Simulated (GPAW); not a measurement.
# Y L₃ edge of YSi2 (P6/mmm): cell size and cost

How large a supercell does the Y L₃ edge of YSi2 (P6/mmm) need, and what does it cost? The absorber has 12 Si at 3.04 Å (12-fold, site symmetry 6/mmm).

The runs were made apart and are set side by side; the one with the holes farthest apart serves as the reference. All curves get a further Gaussian of 1.5 eV full width, so that line shapes and meshes matter less.

### Step 1. Cost and result by level

| run | hole distance (Å) | k mesh | core time | raw zero (eV) | zero less the added terms (eV) | r.m.s. from the reference after the best shift (%) |
| --- | --- | --- | --- | --- | --- | --- |
| GPAW LDA, 9 atoms | 5.7 | 5×5×5 | 5.3 min | 2095.1 | - | 3 |
| GPAW LDA, 18 atoms | 6.7 | 3×3×3 | 12 min | 2094.9 | - | - |

Times are from shared hosts.

```tsv
E (eV)	GPAW LDA, 9 atoms	GPAW LDA, 18 atoms
-2.00	0.02	0.01
-1.25	0.15	0.09
-0.50	0.60	0.44
0.25	1.49	1.26
1.00	2.46	2.28
1.75	2.86	2.84
2.50	2.62	2.75
3.25	2.12	2.29
4.00	1.58	1.68
4.75	1.20	1.21
5.50	1.04	1.00
6.25	0.96	0.90
7.00	0.86	0.83
7.75	0.74	0.76
8.50	0.63	0.68
9.25	0.55	0.59
10.00	0.51	0.53
10.75	0.50	0.51
11.50	0.52	0.51
12.25	0.54	0.52
13.00	0.54	0.53
13.75	0.51	0.52
14.50	0.49	0.49
15.25	0.49	0.48
16.00	0.53	0.51
16.75	0.58	0.55
17.50	0.60	0.59
18.25	0.58	0.59
19.00	0.53	0.55
19.75	0.47	0.48
20.50	0.42	0.42
21.25	0.39	0.39
22.00	0.38	0.38
22.75	0.39	0.40
23.50	0.41	0.42
24.25	0.46	0.45
25.00	0.53	0.51
25.75	0.61	0.59
26.50	0.71	0.68
27.25	0.79	0.77
28.00	0.84	0.83
28.75	0.85	0.86
29.50	0.84	0.85
30.25	0.82	0.83
31.00	0.81	0.81
```

### Step 2. Reading

The smallest cell differs from the reference by 3 % r.m.s. after a shift of 0.2 eV at 0.44 of its cost, so it already gives the shape. Its highest intensity below 24 eV lies at 1.8 eV against 2.0 eV. Whether the reference itself is converged wasn't tested.

Only the L₃ part is meant: spin–orbit coupling of the core level isn't computed and the L₂ copy isn't added. Lifetime broadening is put in by hand, and intensities beyond about 20 eV depend on it. Meshes are coarse enough for small ripples in YSi2 (P6/mmm). Some cells keep the holes under 6.5 Å apart, so shapes are probably not fully converged. The structures are entries of the Crystallography Open Database, used as given.

[Logs are printed without paths, hosts, clocks, repeated set-up lines and the standing remarks that a program may print on its own settings, such as how far it seeks lower states.]

[Hosts, paths, dates, database ids (printed as entryN), source tags and the programs' standing remarks are cut or masked in the printed files.]
